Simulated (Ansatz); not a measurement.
## From HSE06 to G0W0: MoSeS (P-3m1)

Wanted: the gap of MoSeS (P-3m1) with a many-body correction, and the time that it takes.

Program: Ansatz 0.2.0. Level of theory: HSE06, then G0W0 on it, plane waves, PAW. Results are calculated unless marked as measured.

## (1) The starting structure

Symmetry: P-3m1, No. 164, trigonal system. Conventional cell: a = 3.253 Å, b = 3.253 Å, c = 13.617 Å, α = 90.00°, β = 90.00°, γ = 120.00°. Mo has 3 S at 2.41 Å and 3 Se at 2.53 Å nearest. Nearest to Se lie 3 Mo at 2.53 Å. Nearest to S lie 3 Mo at 2.41 Å. Farther neighbours and most contacts between anions are not listed.

The cell and positions are those that the Materials Project relaxed with its own functionals (PBE, PBE+U or r2SCAN), kept fixed.

The logs state that the PAW files were generated under PBE.

## (2) HSE06 levels on the mesh and at listed points

HSE06 mixes in a quarter of exact exchange at short range.

This step: DFT, HSE06, plane waves, PAW; PAW set soft_1.

input.yaml

```yaml
crystal:
  lattice:
    - [3.2525112014, 0.0, 0.0]
    - [-1.6262556007, 2.8167573265, 0.0]
    - [0.0, 0.0, 13.61727037]
  atoms:
    - { symbol: Mo, position: [0.0, 0.0, 0.25914775] }
    - { symbol: Mo, position: [0.0, 0.0, 0.74085225] }
    - { symbol: Se, position: [0.66666667, 0.33333333, 0.86488755] }
    - { symbol: Se, position: [0.33333333, 0.66666667, 0.13511245] }
    - { symbol: S, position: [0.33333333, 0.66666667, 0.3705878] }
    - { symbol: S, position: [0.66666667, 0.33333333, 0.6294122] }
kpoints:
  mp_grid: { grid: [6, 6, 2] }
  band_path:
    path:
      - [0.0, 0.0, 0.0]
      - [0.5, 0.0, 0.0]
      - [0.33333333, 0.33333333, 0.0]
      - [0.0, 0.0, 0.5]
      - [0.5, 0.0, 0.5]
      - [0.33333333, 0.33333333, 0.5]
    npoints: 1
hamiltonian:
  xc: hse06
  pseudopotentials: { kind: paw, azcp: { folder: soft_1 } }
scf:
  occupations: { method: fixed }
  n_extra_bands: 6
output:
  eigenvalues: true
```

On the command line:

```
ansatz run input.yaml --threads 4 --pin off --max-ram 138240MiB --backend cuda --events-out ev --progress --plain --runs-dir out --devices 1 --max-vram 26GiB
```

Numbers of over 12 decimals in the logs are rounded to 6 here.

Output:

```text
scf.n_extra_bands = 6 over 36 filled bands (N_el = 72.0): the run solves 42 bands
GPUs: using 1 of 1 available (devices: 1).
Engine: ansatz 0.2.0, x86_64-unknown-linux-gnu
Pseudopotentials: kind: paw
Pseudopotential: Mo, paw, valence charge 14, recommended cutoff 420 eV (normal), soft_1/Mo.paw.azcp
Pseudopotential: Se, paw, valence charge 16, recommended cutoff 420 eV (normal), soft_1/Se.paw.azcp
Pseudopotential: S, paw, valence charge 6, recommended cutoff 420 eV (normal), soft_1/S.paw.azcp
Functional definition: HSE06
  parameter a = 0.25
  parameter omega = 0.11/bohr
  exchange = pbe_x - a*pbe_x_sr(omega) + a*exact_x_sr(omega)
  correlation = pbe_c
davidson cushion auto → on  (no smearing: the cushion is to keep the highest requested band from converging to the state above it; pin scf.eigensolver.cushion to override)
device memory: the entry about to start is reckoned to put 2.7 GiB on a device that reports 22.3 GiB free
GPU FFT provider: cuFFT
GPU libraries: cuBLAS 13.8.2, cuFFT 12.4.0, cuSOLVER 12.3.4
Crystal: 6 atoms, lattice volume = 124.755 Å³
Basis set: ecut = 420 eV, 2481 PW (Γ)
Bands: 42, of which v1, the nominal top of the filled ones, is band 36 counted from 1 (35 counted from 0)
Symmetry: 12 space group operations
Space group: P-3m1 (ITA 164), of the structure as read, at distance tolerance 5.0e-5 Å
k-points: 14 of 72
Non-local potential: Mo, projectors of the file, l = 0: 3, l = 1: 2, l = 2: 2, l = 3: 1
Non-local potential: Se, projectors of the file, l = 0: 2, l = 1: 2, l = 2: 3, l = 3: 1
Non-local potential: S, projectors of the file, l = 0: 2, l = 1: 2, l = 2: 1
PAW form: soft (Blöchl's): semilocal exchange-correlation on the pseudo side does not see the compensation charge
PAW frozen core: Mo, regenerated for the run's functional, and the local potential with it (the file was generated under x = pbe(κ = 0.804, μ = 0.219515), c = pbe(β = 0.066725))
PAW frozen core: Se, regenerated for the run's functional, and the local potential with it (the file was generated under x = pbe(κ = 0.804, μ = 0.219515), c = pbe(β = 0.066725))
PAW frozen core: S, regenerated for the run's functional, and the local potential with it (the file was generated under x = pbe(κ = 0.804, μ = 0.219515), c = pbe(β = 0.066725))
PAW one-centre angular grid: Mo, 590 points (default); XC on 64 Gauss nodes
PAW one-centre angular grid: Se, 590 points (default); XC on 64 Gauss nodes
PAW one-centre angular grid: S, 110 points (default); XC on 64 Gauss nodes
Initial density: superposition of atomic densities (chi_scale 0.1, normalization cell, long waves kept (reshape's long-wave potential 0.43 eV rms))
Initial wavefunctions: pseudopotential atomic-orbital guess
GPU buffer pool allocated for 55296 grid points (all kernels)
GPU transforms: local potential and band sums: pruned to the plane-wave sphere, on 24×24×96
Functional: x = pbe(κ = 0.804, μ = 0.219515), c = pbe(β = 0.066725), warm-up for x = pbe(κ = 0.804, μ = 0.219515) + 0.25 (exact − pbe) at short range (hse, ω = 0.207870 Å⁻¹), c = pbe(β = 0.066725); HSE06 as pw.x's `hse` composes it (authors' and Libxc's form: `xc: wpbeh`)
SCF iter   1: F=—  HF=-22660.760735 eV  |F-HF|=—  |Δ(HF+E_count)|=         —  Δρ=4.92e-2  dr2=1.05e1  ethr=1.00e-1  ⟨swp⟩=3.9  Hψ=1670  notcnv=0
preconditioner: auto → none  [insulator: Δε(μ)=0.865 eV  Ē_g=7.769 eV  n_scr=40 (ndim 8)  ℏωp=19.9 eV  f_vac=0.084]
SCF iter   2: F=—  HF=-22672.077754 eV  |F-HF|=—  |Δ(HF+E_count)|=    1.13e1  Δρ=9.76e-2  dr2=2.13e2  ethr=1.46e-2  ⟨swp⟩=5.4  Hψ=1852  notcnv=0  defer=2  recentre
SCF iter   3: F=—  HF=-22660.100467 eV  |F-HF|=—  |Δ(HF+E_count)|=    1.20e1  Δρ=3.94e-2  dr2=7.44e0  ethr=1.46e-2  ⟨swp⟩=4.4  Hψ=1609  notcnv=0
SCF iter   4: F=—  HF=-22659.224014 eV  |F-HF|=—  |Δ(HF+E_count)|=   8.76e-1  Δρ=2.30e-2  dr2=9.95e-1  ethr=1.03e-2  ⟨swp⟩=2.1  Hψ=1303  notcnv=0
SCF iter   5: F=—  HF=-22659.114741 eV  |F-HF|=—  |Δ(HF+E_count)|=   1.09e-1  Δρ=1.18e-2  dr2=4.41e-1  ethr=1.38e-3  ⟨swp⟩=3.1  Hψ=1568  notcnv=0
SCF iter   6: F=—  HF=-22659.091684 eV  |F-HF|=—  |Δ(HF+E_count)|=   2.31e-2  Δρ=9.40e-3  dr2=2.26e-1  ethr=6.12e-4  ⟨swp⟩=3.0  Hψ=1467  notcnv=0
SCF iter   7: F=—  HF=-22659.069475 eV  |F-HF|=—  |Δ(HF+E_count)|=   2.22e-2  Δρ=5.07e-3  dr2=7.13e-2  ethr=3.15e-4  ⟨swp⟩=2.0  Hψ=1302  notcnv=0
SCF iter   8: F=—  HF=-22659.059892 eV  |F-HF|=—  |Δ(HF+E_count)|=   9.58e-3  Δρ=1.54e-3  dr2=7.74e-3  ethr=9.91e-5  ⟨swp⟩=2.3  Hψ=1306  notcnv=0
iter 9 solved again at ethr=7.85e-7 eV; its pass at ethr=1.08e-5 eV (dr2=5.65e-4 eV) is discarded
SCF iter   9: F=—  HF=-22659.059025 eV  |F-HF|=—  |Δ(HF+E_count)|=   8.67e-4  Δρ=3.75e-4  dr2=5.50e-4  ethr=7.85e-7  ⟨swp⟩=3.8  Hψ=2796  notcnv=0
[...]
SCF 1 stopped early in 10 iterations: F = -22659.058936 eV  dr2 = 2.80e-5
  greatest PAW one-centre occupation: 1.000 electrons in one spin orbital (limit 2), on the Se atom at site 3 (counted from 0), in its partial waves of l = 2
device memory: the entry about to start is reckoned to put 3.5 GiB on a device that reports 22.0 GiB free
GPU FFT provider: cuFFT
GPU libraries: cuBLAS 13.8.2, cuFFT 12.4.0, cuSOLVER 12.3.4
Initial density: handed on by an earlier stage of this run
Initial wavefunctions: those handed on with the density
GPU buffer pool allocated for 55296 grid points (all kernels)
GPU transforms: local potential and band sums: pruned to the plane-wave sphere, on 24×24×96
Functional: x = pbe(κ = 0.804, μ = 0.219515) + 0.25 (exact − pbe) at short range (hse, ω = 0.207870 Å⁻¹), c = pbe(β = 0.066725); HSE06 as pw.x's `hse` composes it (authors' and Libxc's form: `xc: wpbeh`)
Exchange kernel: α = 0.2500, screened, ω = 0.2079 Å⁻¹, Wigner–Seitz truncation, v(0) = 1044.9620 eV·Å³, q-mesh 6×6×2, nearest image of the exchange supercell L = 19.52 Å, pair-density grid 15×15×60, without the augmentation charges, whose exchange is taken in its separable form by FFT convolution over the k-point mesh (sized by the pseudopotential files, 20×20×96 at the most), smooth part of the exact exchange by density-matrix convolution in up to 4.41 GiB of GPU memory as planned if the GPU has room (build and FFT work areas not counted)
Frozen-core exchange: fock
[...]
preconditioner: auto → none  [insulator: Δε(μ)=1.562 eV  Ē_g=8.894 eV  n_scr=40 (ndim 8)  ℏωp=19.9 eV  f_vac=0.119]
[...]
SCF iter   4: F=—  HF=-22666.984247 eV  |F-HF|=—  |Δ(HF+E_count)|=   1.95e-3  Δρ=3.58e-4  dr2=7.11e-4  ethr=3.89e-7  ⟨swp⟩=4.0  Hψ=2036  notcnv=0
SCF iter   5: F=—  HF=-22666.985683 eV  |F-HF|=—  |Δ(HF+E_count)|=   1.44e-3  Δρ=4.91e-4  dr2=9.09e-4  ethr=3.89e-7  ⟨swp⟩=4.0  Hψ=1784  notcnv=0
SCF iter   6: F=—  HF=-22666.985540 eV  |F-HF|=—  |Δ(HF+E_count)|=   1.43e-4  Δρ=1.16e-4  dr2=1.02e-4  ethr=3.89e-7  ⟨swp⟩=3.0  Hψ=1442  notcnv=0
SCF iter   7: F=-22666.985526 eV  HF=-22666.985529 eV  |F-HF|=3.44e-6  |Δ(HF+E_count)|=   1.07e-5  Δρ=2.99e-5  dr2=1.63e-5  ethr=1.03e-7  ⟨swp⟩=2.6  Hψ=1318  notcnv=0
SCF 2 stopped early in 7 iterations: F = -22666.985526 eV  dr2 = 1.63e-5
hybrid outer 1: dexx = +2.382e-2 eV, tail = 1.65e-4 eV
GPU FFT provider: cuFFT
GPU libraries: cuBLAS 13.8.2, cuFFT 12.4.0, cuSOLVER 12.3.4
GPU buffer pool allocated for 55296 grid points (all kernels)
GPU transforms: local potential and band sums: pruned to the plane-wave sphere, on 24×24×96
Exchange kernel: α = 0.2500, screened, ω = 0.2079 Å⁻¹, Wigner–Seitz truncation, v(0) = 1044.9620 eV·Å³, q-mesh 6×6×2, nearest image of the exchange supercell L = 19.52 Å, pair-density grid 15×15×60, without the augmentation charges, whose exchange is taken in its separable form by FFT convolution over the k-point mesh (sized by the pseudopotential files, 20×20×96 at the most), smooth part of the exact exchange by density-matrix convolution in up to 4.41 GiB of GPU memory as planned if the GPU has room (build and FFT work areas not counted)
Frozen-core exchange: fock
SCF iter   1: F=—  HF=-22666.985842 eV  |F-HF|=—  |Δ(HF+E_count)|=         —  Δρ=9.36e-5  dr2=6.36e-5  ethr=1.14e-6  ⟨swp⟩=2.1  Hψ=1303  notcnv=0
preconditioner: auto → none  [insulator: Δε(μ)=1.506 eV  Ē_g=8.779 eV  n_scr=40 (ndim 8)  ℏωp=19.9 eV  f_vac=0.121]
iter 2 solved again at ethr=1.24e-9 eV; its pass at ethr=8.31e-8 eV (dr2=8.94e-7 eV) is discarded
SCF iter   2: F=—  HF=-22666.985837 eV  |F-HF|=—  |Δ(HF+E_count)|=   5.29e-6  Δρ=2.75e-5  dr2=1.64e-6  ethr=1.24e-9  ⟨swp⟩=4.0  Hψ=3204  notcnv=0
SCF iter   3: F=—  HF=-22666.985841 eV  |F-HF|=—  |Δ(HF+E_count)|=   4.20e-6  Δρ=1.92e-5  dr2=5.21e-7  ethr=1.24e-9  ⟨swp⟩=4.1  Hψ=1621  notcnv=0
SCF iter   4: F=—  HF=-22666.985841 eV  |F-HF|=—  |Δ(HF+E_count)|=   7.05e-8  Δρ=6.89e-6  dr2=1.37e-7  ethr=6.07e-10  ⟨swp⟩=2.6  Hψ=1315  notcnv=0
SCF iter   5: F=-22666.985841 eV  HF=-22666.985841 eV  |F-HF|=2.14e-8  |Δ(HF+E_count)|=   3.68e-7  Δρ=4.93e-6  dr2=3.30e-8  ethr=1.11e-10  ⟨swp⟩=4.4  Hψ=1643  notcnv=0
SCF 3 converged in 5 iterations: F = -22666.985841 eV  dr2 = 3.30e-8
hybrid outer 2: dexx = +6.612e-6 eV, tail = 1.18e-7 eV, Δε = 5.63e-3 eV (about 2.47e-4 eV left of the loop's levels)
device memory: the entry about to start is reckoned to put 0.8 GiB on a device that reports 22.0 GiB free
NSCF: frozen V_eff on 6 k-points
hybrid SCF converged: 2 outer / 12 inner (+10 warm-up), last move |dexx| = 6.61e-6 eV, tail = 1.18e-7 eV
Stability not checked: this state was not tested for a lower state beside it, because the functional holds exact exchange (a hybrid, or Hartree-Fock), whose exchange loop this test does not read (fock_operator; see scf.lower_state_search)
Free energy (F): -22666.985841 eV
Frozen-core exchange: fock
Harris-Foulkes:  -22666.985841 eV  (|F-HF|=2.14e-8)
Internal energy: -22666.985841 eV  (E = F + TS)
E sigma→0 (E₀):  -22666.985841 eV
Fermi energy:    9.654080 eV
--- Per-component energies (eV) ---
  E_band       = -1274.634185
  E_kinetic    = 1272.645605
  E_local      = -11342.563760  (includes V_loc(G=0)·N_el)
  E_nonlocal   = -350.836143
  E_hartree    = 5403.465542
  E_xc         = -563.938187
  E_vxc        = -628.192596  (∫ρ·V_xc dr)
  E_exx        = -242.657454  (= α·E_x^exact, valence–valence)
  E_paw        = -11796.000054  (= ΣΔE_a)
  E_vpaw       = -547.298290  (= ΣTr[D̂ρ^β])
  E_aug_tail   = -0.000673  (compensation charges beyond the density's cutoff)
  E_ewald      = -5043.893581
  E_core_change = -3.207137  (= ΣΔE_core)
  E_smearing   = -0.000000  (= −TS)
  E_closure    = 0.000000  (closes the sum)
  Σ components = -22666.985841   (vs F -22666.985841, Δ=-3.64e-12)
--- Band table (eV; the first three rows and the last of 14) ---
  k-point 0: bands = [... 32 lower, 7.7781, 7.8517, 8.8203, 9.6541, 12.6736, 12.6736, 12.7377, 12.7377, ... 2 higher]
  k-point 1: bands = [... 32 lower, 7.7775, 7.7775, 9.1443, 9.5517, 12.6875, 12.6875, 12.7200, 12.7200, ... 2 higher]
  k-point 2: bands = [... 32 lower, 7.5806, 8.2570, 8.6808, 9.0900, 11.7991, 12.2635, 12.3529, 12.4643, ... 2 higher]
  k-point 13: bands = [... 32 lower, 6.7372, 6.7372, 9.1859, 9.1859, 11.1626, 11.1769, 12.6826, 12.6826, ... 2 higher]
```

Elapsed: 24 s, on 1 × NVIDIA H100 80GB HBM3 (shared by 3 runs) with 4 threads of AMD EPYC 7R13 (Zen 3), shared host; peak memory 1.4 GiB; 48 s of CPU time.

The column dr2 measures how far the density is from self-consistency, as an energy; F and HF (Harris–Foulkes) agree once it is small.

This step gave:

```yaml
gap: 1.507 eV
valence_top_at: Γ
conduction_bottom_at: K
least_direct_gap: 1.977 eV
exact_exchange_fraction: 0.25
```

Over mesh and listed points the gap is 1.507 eV, from k = Γ to k = (0.333, 0.333, 0.000). The least direct gap found is 1.977 eV, at k = (0.333, 0.333, 0.500). The program's warnings for this run: metallic iterate.

[end of part 1 of 3]

[Paths, hosts, dates, memory and timing lines, banners, echoed tables and standing remarks are left out of the program output.]

[Logs are printed without paths, hosts, clocks, repeated set-up lines and the standing remarks that a program may print on its own settings, such as how far it seeks lower states.]

[Runs of the session that timed out or met a known fault of the program may be left out.]

[Cells called generated may have been cut or substituted from an entry of the Crystallography Open Database or the Materials Project.]

[Hosts, paths, dates, database ids (printed as entryN), source tags and the programs' standing remarks are cut or masked in the printed files.]

[Where an RPA ε∞ is given, it is that of the G0W0 mesh and is not shown converged in it. Names of k-points follow the symmetry that the program found, which can be lower than the space group named. Band edges on a path are those of the sampled points; other points can move an edge, and change direct to indirect where valleys lie close.]

[Hybrid gaps are those of their k-mesh and are not shown converged in it.]
